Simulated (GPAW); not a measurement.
# Dielectric function and optical constants of Te2Mo, part 2 of 2

Aim: the dielectric function of Te2Mo, and the optical constants that follow from it.

GPAW 26.7.0; DFT, PBE, plane-wave PAW (GPAW data sets), scalar-relativistic, RPA, optical limit.

So far. Step 2 (Ground state): There is a gap, 0.77 eV on this mesh (points off the mesh can give less), so no carriers' term is needed.

### Step 4. Dielectric function, RPA

Local fields let the induced charge screen the field inside the cell, which as a rule lowers ε, most along directions where the density is uneven.

This step: DFT, PBE, plane-wave PAW (GPAW data sets), scalar-relativistic, RPA, optical limit (GPAW 26.7.0).

df.py

```python
from gpaw.response.df import DielectricFunction

df = DielectricFunction('full.gpw', frequencies={'type': 'nonlinear', 'domega0': 0.03, 'omega2': 8},
                        ecut=50,
                        eta=0.15,
                        nbands=92,
                        txt='df.txt')
for direction in ['x', 'z']:
    df.get_dielectric_function(xc='RPA', direction=direction, filename=f'df_{direction}.csv')
```

Launch:

```sh
> OMP_NUM_THREADS=1 python df.py
```

Numbers of over 12 decimals in the logs are rounded to 6 here.

The log of the run:

```text
Using integrator: PointIntegrator
NonLinearFrequencyDescriptor(from 0.000 to 88.070 eV, 529 points)
Nonperiodic BCs:  [False False False]
Using integrator: PointIntegrator
NonLinearFrequencyDescriptor(from 0.000 to 88.070 eV, 529 points)
Nonperiodic BCs:  [False False False]

Calculating chi0 body with:
    Ground state adapter containing:
    Number of spins: 1
    Number of kpoints: 432
    Number of irreducible kpoints: 50
    Number of completely occupied states: 26
    Number of partially occupied states: 26

    Linear response parametrization:
    q_c: [0.0, 0.0, 0.0]
    Number of frequency points: 529
    Planewave cutoff: 50.0
    Number of bands: 92
    Number of planewaves: 113
    Broadening (eta): 0.15

Integrating chi0 body.

Symmetries of q_c:
    Direct symmetries (Uq -> q): 12
    Indirect symmetries (TUq -> q): 0
In total 12 allowed symmetries.

50 groups of equivalent kpoints. 88.425926% reduction.

Integral kind: spectral function

Calculating chi0 optical extensions with:
    Ground state adapter containing:
    Number of spins: 1
    Number of kpoints: 432
    Number of irreducible kpoints: 50
    Number of completely occupied states: 26
    Number of partially occupied states: 26

    Linear response parametrization:
    Number of frequency points: 529
    Planewave cutoff: 50.0
    Number of bands: 92
    Number of planewaves: 113
    Broadening (eta): 0.15
Integrating chi0 head and wings.

Symmetries of q_c:
    Direct symmetries (Uq -> q): 12
    Indirect symmetries (TUq -> q): 0
In total 12 allowed symmetries.

50 groups of equivalent kpoints. 88.425926% reduction.

Integral kind: spectral function wings
```

Elapsed: 2.7 min, on 1 thread of Arm Neoverse N1, shared host; peak memory 0.61 GiB.

Read-outs, printed or worked out from the files:

| Quantity | Value |
| --- | --- |
| electronic dielectric constant ε∞, mean over x, y and z (by symmetry where fewer were run) | 15.48 |

Some rows of df_x.csv (energy; Re and Im without local fields; Re and Im with them):

```text
0.000000, 19.240876, 0.000000, 18.246183, 0.000000
0.429336, 19.896349, 0.510235, 18.832194, 0.452946
0.878195, 22.661593, 1.984697, 21.263354, 1.689272
1.347938, 25.610181, 9.737454, 24.550623, 7.811076
1.840057, 17.791976, 15.956362, 18.274648, 15.892441
2.356191, 14.724830, 17.880510, 14.271185, 17.351753
2.898142, 7.556996, 19.618371, 8.181557, 19.825981
3.467895, 3.239678, 17.743621, 2.016689, 17.223401
4.067647, -0.352850, 14.429478, -0.544032, 13.224985
4.699832, -3.288842, 12.753837, -2.624759, 11.634903
5.367152, -5.195812, 7.107868, -4.842414, 7.482363
6.072622, -2.535089, 4.052407, -2.667586, 4.120902
6.819608, -0.339362, 3.270150, -0.696731, 3.232978
7.611886, 1.295301, 4.533878, 0.756716, 3.969731
8.453705, -0.948810, 6.288712, -0.635867, 5.519811
9.349861, -2.541542, 4.696294, -2.147709, 4.448146
10.305790, -1.934674, 2.461276, -1.828698, 2.264499
11.327680, -1.672615, 2.494156, -1.397087, 2.287180
12.422601, -1.415258, 1.807567, -1.118596, 1.601063
13.598673, -1.126573, 1.220227, -0.860227, 1.125696
```

Sum at mesh points, not converged in k; values under the direct gap are tails of Lorentzian lines. The Im ε by photon energy; read off at these points:

```
photon energy (eV)  E ∥ x  E ∥ z
              0.00      0      0
              0.50  0.555  0.168
              1.00   2.69  0.543
              1.50   11.3   2.81
              2.00   15.7   8.69
              2.50   18.0   7.43
              2.90   19.8   6.94
              3.00   19.5   6.82
              3.50   16.9   5.70
              4.00   13.3   4.75
              4.50   12.1   5.05
              5.00   10.1   5.54
              5.50   6.41   6.22
              6.00   4.21   7.45
              6.28   3.49   8.22
              6.50   3.21   7.46
              7.00   3.08   6.78
              7.50   3.82   7.29
              8.00   5.17   6.56
              8.33   5.63   6.36
              8.50   5.44   6.31
              9.00   5.09   6.07
              9.50   4.15   5.12
             10.00   2.72   4.11
             10.50   2.18   2.84
             11.00   2.19   2.17
             11.50   2.07   2.07
             12.00   1.65   2.38
             12.50   1.58   2.01
             13.00   1.33   2.09
             13.50   1.14   1.58
```

The reflectivity at normal incidence has structure finer than the step of the table below, so its rows give means over 0.25 eV, whole bins alone (the curve runs from 0 to 14.0 eV). Peaks (eV: height): E ∥ x 5.416: 55.3, 9.957: 50.1, 11.710: 42.9; E ∥ z 1.949: 36.3, 6.334: 33.4, 9.549: 45.5, 10.377: 46.8.

Sum at mesh points, not converged in k. Reflectivity at normal incidence against photon energy; means over each step:

```
photon energy (eV)  E ∥ x (%)  E ∥ z (%)
              0.25       38.7       27.0
              0.50       39.4       27.4
              0.75       40.6       28.1
              1.00       42.5       29.2
              1.25       44.6       30.9
              1.50       46.5       33.3
              1.75       46.8       35.1
              2.00       45.7       35.8
              2.25       46.2       33.5
              2.50       46.9       31.0
              2.75       48.1       29.4
              3.00       49.0       29.6
              3.25       48.9       29.2
              3.50       49.3       26.3
              3.75       50.4       25.0
              4.00       48.3       23.7
              4.25       48.2       24.2
              4.50       48.8       24.9
              4.75       50.3       25.8
              5.00       52.2       25.9
              5.25       53.9       26.8
              5.50       54.9       27.6
              5.75       53.3       27.9
              6.00       48.5       30.6
              6.25       45.0       33.1
              6.50       36.7       32.5
              6.75       31.7       32.4
              7.00       26.7       30.9
              7.25       22.7       31.0
              7.50       23.0       33.0
              7.75       23.9       34.5
              8.00       27.9       33.7
              8.25       32.3       35.9
              8.50       35.6       36.0
              8.75       36.3       36.0
              9.00       37.1       38.6
              9.25       42.0       39.9
              9.50       44.0       44.1
              9.75       47.5       41.7
             10.00       49.7       43.2
             10.25       46.6       45.6
             10.50       43.0       45.9
             10.75       39.5       44.5
             11.00       37.2       43.1
             11.25       38.3       38.3
             11.50       41.9       35.0
             11.75       42.6       30.9
             12.00       41.2       30.1
             12.25       39.5       34.5
             12.50       39.7       34.5
             12.75       40.8       33.5
             13.00       41.1       36.0
             13.25       40.7       39.7
             13.50       39.9       40.1
             13.75       39.1       41.3
```

Sum at mesh points, not converged in k; values under the direct gap are tails of Lorentzian lines. Table of Im ε, E ∥ x by photon energy; read off at these points:

```
photon energy (eV)  without local fields  with local fields
              0.00                     0                  0
              0.50                 0.628              0.555
              1.00                  3.23               2.69
              1.50                  13.2               11.3
              2.00                  15.6               15.7
              2.50                  18.7               18.0
              2.78                  19.9               19.4
              2.90                  19.6               19.8
              3.00                  18.9               19.5
              3.50                  17.6               16.9
              4.00                  14.5               13.3
              4.50                  13.2               12.1
              5.00                  10.3               10.1
              5.50                  6.08               6.41
              6.00                  4.13               4.21
              6.50                  3.20               3.21
              7.00                  3.17               3.08
              7.50                  4.29               3.82
              8.00                  6.15               5.17
              8.33                  6.50               5.63
              8.50                  6.16               5.44
              9.00                  5.68               5.09
              9.50                  4.37               4.15
             10.00                  2.84               2.72
             10.50                  2.41               2.18
             11.00                  2.49               2.19
             11.50                  2.25               2.07
             12.00                  1.83               1.65
             12.50                  1.76               1.58
             13.00                  1.42               1.33
             13.50                  1.22               1.14
```

The loss function −Im 1/ε at q → 0 has structure finer than the step of the table below, so its rows give means over 0.5 eV, whole bins alone (the curve runs from 0 to 14.0 eV). Peaks (eV: height): E ∥ x 7.04: 0.324; E ∥ z 11.79: 0.441.

Sum at mesh points, not converged in k; values under the direct gap are tails of Lorentzian lines. Table of loss function −Im 1/ε at q → 0 by energy loss; means over each step:

```
energy loss (eV)    E ∥ x    E ∥ z
             0.5  0.00158  0.00165
             1.0  0.00560  0.00462
             1.5   0.0163   0.0156
             2.0   0.0296   0.0434
             2.5   0.0365   0.0719
             3.0   0.0462   0.0811
             3.5   0.0567    0.104
             4.0   0.0725    0.103
             4.5   0.0801   0.0939
             5.0   0.0866   0.0968
             5.5    0.105   0.0993
             6.0    0.161   0.0962
             6.5    0.256    0.118
             7.0    0.310    0.138
             7.5    0.259    0.135
             8.0    0.194    0.148
             8.5    0.183    0.160
             9.0    0.188    0.162
             9.5    0.184    0.170
            10.0    0.209    0.194
            10.5    0.296    0.224
            11.0    0.342    0.298
            11.5    0.323    0.393
            12.0    0.384    0.391
            12.5    0.421    0.388
            13.0    0.461    0.380
            13.5    0.538    0.409
```

At chosen wavelengths:

```
wavelength (nm)   n x    k x  R (%) x   1/α x   n z    k z  R (%) z   1/α z
           1064  4.87  0.474     43.8  179 nm  3.44  0.130     30.3  653 nm
            800  5.02  1.240     46.8   51 nm  3.72  0.451     33.8  141 nm
            532  4.30  2.002     46.4   21 nm  3.06  1.305     32.7   32 nm
            365  3.23  2.780     49.6   10 nm  2.48  1.305     28.2   22 nm
            308  2.52  2.632     47.8  9.3 nm  2.42  0.979     23.5   25 nm
            248  1.85  2.723     52.4  7.2 nm  2.52  1.099     25.9   18 nm
            193  0.99  1.605     39.3  9.6 nm  2.30  1.665     32.7  9.2 nm
```

Below the direct gap, k and the depth come from the tails of the Lorentzian lines, not from transitions.

Rows near the edge hang on the gap, which this functional as a rule makes too small, and phonon-assisted absorption is left out.

### Step 5. Outcome

| Quantity | Value |
| --- | --- |
| electronic dielectric constant ε∞, mean over x, y and z (by symmetry where fewer were run) (RPA) | 15.5 |

What this shows: At this level (PBE, RPA) Te2Mo has a mean ε∞ = 15.5 and n = 4.55 at 1550 nm (E ∥ x). On the mesh the gap is 0.75 eV and the least direct gap 1.03 eV, so on this mesh the band edges lie at different points. Local fields change the static value along x from 19.24 to 18.25 (-5 %). The static values by axis are 18.25 (x), 9.96 (z). Excitons and phonon-assisted transitions are missing; PBE gaps are as a rule too small, which pulls the onset down and ε∞ up. Spin-orbit coupling is left out although heavy atoms are present. In this version of GPAW the matrix elements of the optical limit are incomplete, which can lower ε − 1 by up to a tenth where first-row anions or d states rule, and shift it by more in d metals. The sum runs over mesh points 0.17 Å⁻¹ apart with no interpolation, so peaks are partly noise of the mesh; over so small a direct gap single mesh points weigh heavily, so ε∞, n and their changes from run to run can be far off. Besides steps told in other documents, this task had 2 steps that ran out of time; those not told in a step above aren't shown.

[Machine, clock and banner lines and Python warnings are left out of the logs.]

[Logs are printed without paths, hosts, clocks, repeated set-up lines and the standing remarks that a program may print on its own settings, such as how far it seeks lower states.]

[Hosts, paths, dates, database ids (printed as entryN), source tags and the programs' standing remarks are cut or masked in the printed files.]
